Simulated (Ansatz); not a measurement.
# Electron scattering at the Σ5 (210) boundary in bcc W, part 2 of 3

Aim: the relaxed structure and the specific resistance of the Σ5 (210) boundary in bcc W.

Ansatz 0.2.0; Ansatz plane-wave DFT, PBE, PAW files; relaxation of a bicrystal slab with its lowest layers held; PAW set soft_1 (the session's first sound run).

So far. Step 2 (Relaxing the bicrystal): The largest force component on a free atom ends at 0.023 eV/Å, under the tolerance of 0.03, after 10 steps.

## 3. Transmission across the boundary

Bulk layers of each grain are laid under and over the relaxed boundary, and a lead is named in the middle of each, away from the free faces. The mesh across the current, 10×20, is finer than the density's, because channels open and close sharply across the zone. Energies from -0.1 to 0.1 eV in steps of 0.05 eV are too few for the program's thermal sum, so it prints no conductance; for a metal the transmission near the Fermi level serves, at a fraction of the cost.

This step: Ansatz plane-wave DFT, PBE, PAW files; ballistic transport by layer matching (Landauer), zero bias; boundary relaxed in a short slab, bulk layers laid on; PAW set soft_1 (Ansatz 0.2.0).

System of this step: Σ5 (210) boundary in bcc W. The cell holds 61 atoms: 61 W. Cell: a = 7.077 Å, b = 3.165 Å, c = 50.937 Å, α = 90.0°, β = 90.0°, γ = 90.0°. It derives from W. Regions: lower grain, 25 atoms (25 W); boundary, 16 atoms (16 W); upper grain, 20 atoms (20 W). Vacuum lies along c.

input.yaml reads:

```yaml
crystal:
  lattice:
    - [7.0767079352, 0.0, 0.0]
    - [0.0, 3.1648, 0.0]
    - [0.0, 0.0, 50.9371001029]
  atoms:
    - { symbol: W, position: [-9.9000000001, -16.5, 0.0785282239] }
    - { symbol: W, position: [-9.6000000001, -16.0, 0.0924212565] }
    - { symbol: W, position: [-9.3000000001, -15.5, 0.1063142891] }
    - { symbol: W, position: [-9.0000000001, -15.0, 0.1202073217] }
    - { symbol: W, position: [-8.7000000001, -14.5, 0.1341003544] }
    - { symbol: W, position: [-8.4000000001, -14.0, 0.147993387] }
    - { symbol: W, position: [-8.1000000001, -13.5, 0.1618864196] }
    - { symbol: W, position: [-7.8000000001, -13.0, 0.1757794522] }
    - { symbol: W, position: [-7.5000000001, -12.5, 0.1896724849] }
    - { symbol: W, position: [-7.2000000001, -12.0, 0.2035655175] }
    - { symbol: W, position: [-6.9000000001, -11.5, 0.2174585501] }
    - { symbol: W, position: [-6.6000000001, -11.0, 0.2313515827] }
    - { symbol: W, position: [-6.3000000001, -10.5, 0.2452446154] }
    - { symbol: W, position: [-6.0000000001, -10.0, 0.259137648] }
    - { symbol: W, position: [-5.7000000001, -9.5, 0.2730306806] }
    - { symbol: W, position: [-5.4000000001, -9.0, 0.2869237132] }
    - { symbol: W, position: [-5.1000000001, -8.5, 0.3008167458] }
    - { symbol: W, position: [-4.8, -8.0, 0.3147097785] }
    - { symbol: W, position: [-4.5, -7.5, 0.3286028111] }
    - { symbol: W, position: [-4.2, -7.0, 0.3424958437] }
    - { symbol: W, position: [-3.9, -6.5, 0.3563888763] }
    - { symbol: W, position: [-3.6, -6.0, 0.370281909] }
    - { symbol: W, position: [-3.3, -5.5, 0.3841749416] }
    - { symbol: W, position: [-3.0, -5.0, 0.3980679742] }
    - { symbol: W, position: [-2.7, -4.5, 0.4119610068] }
    - { symbol: W, position: [0.6, 0.0, 0.4258540395] }
    - { symbol: W, position: [0.8994208441, 0.5, 0.4394292513] }
    - { symbol: W, position: [0.2010580939, 0.0, 0.4533949823] }
    - { symbol: W, position: [0.5020571281, 0.5, 0.4681906059] }
    - { symbol: W, position: [0.797698778, 0.0, 0.4827117861] }
    - { symbol: W, position: [0.09933814, 0.5, 0.4940544456] }
    - { symbol: W, position: [0.4052798999, 0.0, 0.5097130839] }
    - { symbol: W, position: [0.7007723645, 0.5, 0.5282168177] }
    - { symbol: W, position: [0.0347102506, 0.0, 0.5349534822] }
    - { symbol: W, position: [0.3911552298, 0.0, 0.5601525786] }
    - { symbol: W, position: [0.0671883872, 0.5, 0.5758755907] }
    - { symbol: W, position: [0.7611047048, 0.0, 0.5858047003] }
    - { symbol: W, position: [0.4674884566, 0.5, 0.6021377837] }
    - { symbol: W, position: [0.1658013262, 0.0, 0.6166229398] }
    - { symbol: W, position: [0.8638473703, 0.5, 0.6295316144] }
    - { symbol: W, position: [0.5663047349, 0.0, 0.6436111237] }
    - { symbol: W, position: [-2.7336952651, -4.5, 0.6575041563] }
    - { symbol: W, position: [-3.0336952651, -5.0, 0.6713971889] }
    - { symbol: W, position: [-3.3336952651, -5.5, 0.6852902215] }
    - { symbol: W, position: [-3.6336952651, -6.0, 0.6991832542] }
    - { symbol: W, position: [-3.9336952651, -6.5, 0.7130762868] }
    - { symbol: W, position: [-4.2336952652, -7.0, 0.7269693194] }
    - { symbol: W, position: [-4.5336952652, -7.5, 0.740862352] }
    - { symbol: W, position: [-4.8336952652, -8.0, 0.7547553846] }
    - { symbol: W, position: [-5.1336952652, -8.5, 0.7686484173] }
    - { symbol: W, position: [-5.4336952652, -9.0, 0.7825414499] }
    - { symbol: W, position: [-5.7336952652, -9.5, 0.7964344825] }
    - { symbol: W, position: [-6.0336952652, -10.0, 0.8103275151] }
    - { symbol: W, position: [-6.3336952652, -10.5, 0.8242205478] }
    - { symbol: W, position: [-6.6336952652, -11.0, 0.8381135804] }
    - { symbol: W, position: [-6.9336952652, -11.5, 0.852006613] }
    - { symbol: W, position: [-7.2336952652, -12.0, 0.8658996456] }
    - { symbol: W, position: [-7.5336952652, -12.5, 0.8797926783] }
    - { symbol: W, position: [-7.8336952652, -13.0, 0.8936857109] }
    - { symbol: W, position: [-8.1336952652, -13.5, 0.9075787435] }
    - { symbol: W, position: [-8.4336952652, -14.0, 0.9214717761] }
kpoints:
  mp_grid: { grid: [4, 8, 1] }
hamiltonian:
  xc: pbe
  pseudopotentials: { kind: paw, azcp: { folder: soft_1 } }
scf:
  occupations: { method: fermi_dirac, width: 0.1 }
output:
  transmission:
    leads: [[13, 14], [49, 50]]
    kmesh: [10, 20]
    e_range: [-0.1, 0.1]
    de: 0.05
  write_potential: true
  write_density: true
  volumetric_format: npy
  elf: true
```

Launch:

```console
ansatz run input.yaml --threads 8 --pin off --max-ram 15360MiB --backend cpu --events-out ev --progress --plain --runs-dir out
```

Numbers of over 12 decimals in the logs are rounded to 6 here.

Log:

```text
[...]
Crystal: 61 atoms, lattice volume = 1140.806 Å³
Basis set: ecut = 420 eV, 22239 PW (Γ)
Bands: 513, of which v1, the nominal top of the filled ones, is band 427 counted from 1 (426 counted from 0)
Symmetry: 2 space group operations
[...]
k-points: 15 of 32 (time reversal used)
[...]
SCF iter   1: F=—  HF=-633545.826092 eV  |F-HF|=—  |Δ(HF+E_count)|=         —  Δρ=6.23e-2  dr2=6.49e2  ethr=3.10e-3  ⟨swp⟩=6.1  Hψ=30786  notcnv=0
[...]
SCF iter  12: F=-633527.018371 eV  HF=-633527.018371 eV  |F-HF|=6.40e-9  |Δ(HF+E_count)|=   1.82e-7  Δρ=1.50e-6  dr2=5.84e-8  ethr=1.17e-11  ⟨swp⟩=15.7  Hψ=24510  notcnv=0
SCF 1 converged in 12 iterations: F = -633527.018371 eV  dr2 = 5.84e-8
[...]
transmission: 258 of 2574 steps passed
transmission: 516 of 2574 steps passed
[...]
transmission: 2574 of 2574 steps passed
WARN: The input density's exchange-correlation potential varies sharply where the density is thin. Do not read a vacuum level from v_tot or v_xc, or from such a field of the output density. On a cell that repeats whose density bears no net charge and no dipole along the vacuum's axis use v_es (v_loc + v_h of the components); under efield.dipole_correction with no amplitude use v_es + v_field, which holds any external [...]
SCF converged after 12 iterations
Free energy (F): -633527.018371 eV
[...]
Internal energy: -633525.852354 eV  (E = F + TS)
E sigma→0 (E₀):  -633526.435363 eV
Entropy (-TS):   -1.166017 eV (-19.115 meV/atom)
Fermi energy:    18.355670 eV
[...]
--- Band table (eV; the first three rows and the last of 15) ---
  k-point 0: bands = [... 423 lower, 18.0013, 18.0214, 18.0688, 18.0803, 18.0978, 18.1068, 18.1298, 18.2486, ... 82 higher]
  k-point 1: bands = [... 423 lower, 18.0779, 18.1332, 18.1926, 18.2469, 18.2807, 18.3006, 18.3208, 18.3974, ... 82 higher]
  k-point 2: bands = [... 423 lower, 18.0467, 18.0666, 18.1590, 18.2623, 18.4735, 18.5263, 18.6751, 18.7114, ... 82 higher]
  k-point 14: bands = [... 423 lower, 18.6432, 18.6459, 18.6707, 18.7322, 18.8564, 18.9443, 18.9826, 19.0858, ... 82 higher]
--- Transmission ---
  basis      : 193 plane waves across, 39 finite elements along
  points     : 66, standing for a mesh of 10 x 20
  energies   : 5 from -0.100000 to 0.100000 eV about the Fermi level, 0.050000 eV apart; the leads are filled to 0.000000 eV, and channels, transmission and decay are at 0.000000 eV
  crystal 0  : W4, at the sites [13, 14], period 2.8307 Å, over 18.40 Å; its Hamiltonian steps by up to 44.7 meV: too much for a lead, lay more layers or, if its atoms are ordered, name the step of that order
    offset         : up to 0.0000 Å between an atom of the period and one for which it stands
    channels       : 2.590000e0 a spin
    conductance    : none, the energies end too early or step too widely for 300 K: set another output.transmission.e_range or a lower de, or, where they end at an eighth of basis.ecutwfc, a higher one
    slowest decay  : 0.0229 /Å at (0.4000, 0.2500)
[...]
channels       : 2.610000e0 a spin
[...]
slowest decay  : 0.0260 /Å at (0.4000, 0.2500)
  junction   : crystal 0 to crystal 1, 12.85 to 37.38 Å
    transmission   : 1.227266e0 a spin
[...]
```

It took 15 min on 8 threads of Intel Xeon at 2.50GHz (Skylake/Cascade Lake), shared host; peak memory 10 GiB; 1.7 h of CPU time.

Numbers from this step:

- free energy: -633527.0184 eV
- energy at zero smearing: -633526.4354 eV
- Fermi energy: 18.36 eV
- cell area: 22.40 Å²
- transmission per spin nearest the Fermi level: 1.227
- open channels per spin nearest the Fermi level: 2.59
- open channels per spin, upper lead: 2.61
- step of the lead's potential: 44.7 meV
- step of the upper lead's potential: 16.3 meV

Per spin. Transmission, zone mean against energy, zero at the Fermi level:

```csv
energy (eV),"transmission, zone mean"
-0.1000,1.22
-0.0500,1.22
0.0000,1.23
0.0500,1.22
0.1000,1.23
```

Per spin. The open channels, zone mean by energy, zero at the Fermi level:

| energy (eV) | lead | upper lead |
| --- | --- | --- |
| -0.1000 | 2.54 | 2.56 |
| -0.0500 | 2.53 | 2.53 |
| 0.0000 | 2.59 | 2.61 |
| 0.0500 | 2.74 | 2.72 |
| 0.1000 | 2.83 | 2.83 |

Transmission over k1 and k2. At 0.0000 eV from the Fermi level.

Ten even steps from '0' (0.00) to '9' (5.21):
```
1121434121
0000202000
0001202100
0001111100
0011000110
0011111110
0111232111
6743333347
9954333459
9975333579
9954333459
6743333347
0111232111
0011111110
0011000110
0001111100
0001202100
0000202000
1121434121
1122434221
```
Columns: k1 (b1) from -0.5 to 0.4; rows upwards: k2 (b2) from -0.5 to 0.45.

Open channels over k1 and k2. At 0.0000 eV from the Fermi level.

Ten even steps from '_' (0.00) to '@' (9.00):
```
::::--::======::--::
____....::::::....__
______::::::::::____
______..------..____
____..::::::::::..__
__....::::::::::....
::..::::::::::::::..
**##++--======--++##
%%@@**++======++**@@
%%@@%%**======**%%@@
%%@@**++======++**@@
**##++--======--++##
::..::::::::::::::..
__....::::::::::....
____..::::::::::..__
______..------..____
______::::::::::____
____....::::::....__
::::--::======::--::
::::----======----::
```
Columns: k1 (b1) from -0.5 to 0.4; rows upwards: k2 (b2) from -0.5 to 0.45.

Electrostatic potential energy in the ca plane at fractional y = 0.000, with atoms of W within 0.2 Å of it. With pseudopotentials it is smooth inside the atoms' cores, unlike the true potential.

Ten even steps from '0' (-28 eV) to '9' (23 eV), each cell a mean:
```
16899888999999840000489988899999999999999999
27888656899999861001689865678999999999999999
68985102589999975335888620147999999999999999
89872000379999988778997300016899999999999999
99862000279988889999997300016899888999999999
99974001489875468999998510037887546789999999
99987435788730026899998753468984101589999999
99998888898500004899999888889871000278999999
88888999998500004899888899999871000278999999
75347899998730026898534689999984101478999999
40003799999875568985100268999997556789999999
20001689999988889983000058999998888999999999
30002789877889999984000168987778999999999999
52125898632478999986311478864236899999999999
86668887200048999998766789730003799999999999
98889986100037999889888899720001699999999999
88999986200048987667899999730002799999999999
58999998521368874214789999863126899999999999
16899999877789851001589999987778999999999999
```
Columns run along c (16.0 Å, from fractional 0.69 to 1.00 of the cell; values clipped at the 3rd and 97th percentile), rows up along a (7.1 Å). Atoms in or near the plane, at fractional coordinates: W at (0.70, 0.37), W at (0.73, 0.77), W at (0.75, 0.17), W at (0.78, 0.57), W at (0.81, 0.97), W at (0.84, 0.37), W at (0.87, 0.77), W at (0.89, 0.17), W at (0.92, 0.57).

Valence density in the ca plane at fractional y = 0.000, with atoms of W within 0.2 Å of it. It is the smooth field of the valence electrons, not physical close to the nuclei.

Ten even steps from '0' (0.0 e/Å³) to '9' (5.6 e/Å³), each cell a mean:
```
51000000000000017997100000000000000000000000
30000110000000014884100011100000000000000000
10001463100000001231000136410000000000000000
00003898300000000000000279941000000000000000
00014999300000000000000289941000000000000000
00002685100001110000000158620000111000000000
00000121000026631000000012200001574100000000
00000000000159972000000000000004998300000000
00000000000159972000000000000014998300000000
01210000000026631000121100000001574100000000
16862000000001110001487310000000111000000000
39994100000000000002799610000000000000000000
28983000000000000002799510000000000000000000
13541000123200000001254200012320000000000000
00110000378610000000011000026972000000000000
00000001599820000000000000039994000000000000
00000001489720000100000000027982000000000000
10000000134200002441000000012431000000000000
41000000000000015995100000000000000000000000
```
Columns run along c (16.0 Å, from fractional 0.69 to 1.00 of the cell), rows up along a (7.1 Å). Atoms in or near the plane, at fractional coordinates: W at (0.70, 0.37), W at (0.73, 0.77), W at (0.75, 0.17), W at (0.78, 0.57), W at (0.81, 0.97), W at (0.84, 0.37), W at (0.87, 0.77), W at (0.89, 0.17), W at (0.92, 0.57).

ELF in the ca plane at fractional y = 0.000, with atoms of W within 0.2 Å of it. It is the smooth field of the valence electrons, not physical close to the nuclei.

Ten even steps from '0' (0.00) to '9' (0.68), each cell a mean:
```
93576554556677459439447654445567887642100000
62453432367666548897246434225776677642100000
33533897446656633574353379744665677643100000
56536858746767653344663595784566777542100000
67638728636755445666764693683466654321100000
66645888435435423676664488952454553211100000
66752355344259874566675335534534898411000000
66664344664386496467666533456537748821000000
64334676675496484366543466666647748720000000
35642576666368972353464246656644899410000000
49996366667423434533899736656763454210000000
78278367666544556635935945766666433210000000
79586256443346766645967834643334543211000000
36884353366435666653588524435753333210000000
32344552698954666764234345359797222210000000
55556753862863676655555666377279212210000000
35766664787943654332577666469786223321000000
34665664368624425874366566536873355431000000
84566675323456438879456666632345787632000000
```
Columns run along c (16.0 Å, from fractional 0.69 to 1.00 of the cell), rows up along a (7.1 Å). Atoms in or near the plane, at fractional coordinates: W at (0.70, 0.37), W at (0.73, 0.77), W at (0.75, 0.17), W at (0.78, 0.57), W at (0.81, 0.97), W at (0.84, 0.37), W at (0.87, 0.77), W at (0.89, 0.17), W at (0.92, 0.57).

Over the solved energies the transmission per spin lies between 1.22 and 1.23, out of 2.65 channels of the lead on average (up to 2.83). The log calls the step of a lead's potential too much.

## 4. Specific resistance

This step: Ansatz plane-wave DFT, PBE, PAW files; ballistic transport by layer matching (Landauer), zero bias; specific resistance of the boundary; PAW set soft_1 (Ansatz 0.2.0).

Numbers from this step:

| Quantity | Value |
| --- | --- |
| area resistance | 1.275 fΩ m² |
| T over the leads' mean channel count | 0.4613 |

Averaged over the energies near the Fermi level, 46.1 % of the channels pass, which makes 1.27 fΩ m².

By hand, with T and the leads' channels N averaged over the energies near the Fermi level: RA = A (h/2e²)(1/T − ½[1/N₁ + 1/N₂]) = 22.40×10⁻²⁰ m² × 12 906 Ω × (1/1.221 − ½[1/2.646 + 1/2.65]) = 1.27 fΩ m².

(Continued in part 3 of 3.)

[Logs are printed without paths, hosts, clocks, repeated set-up lines and the standing remarks that a program may print on its own settings, such as how far it seeks lower states.]

[Hosts, paths, dates, database ids (printed as entryN), source tags and the programs' standing remarks are cut or masked in the printed files.]
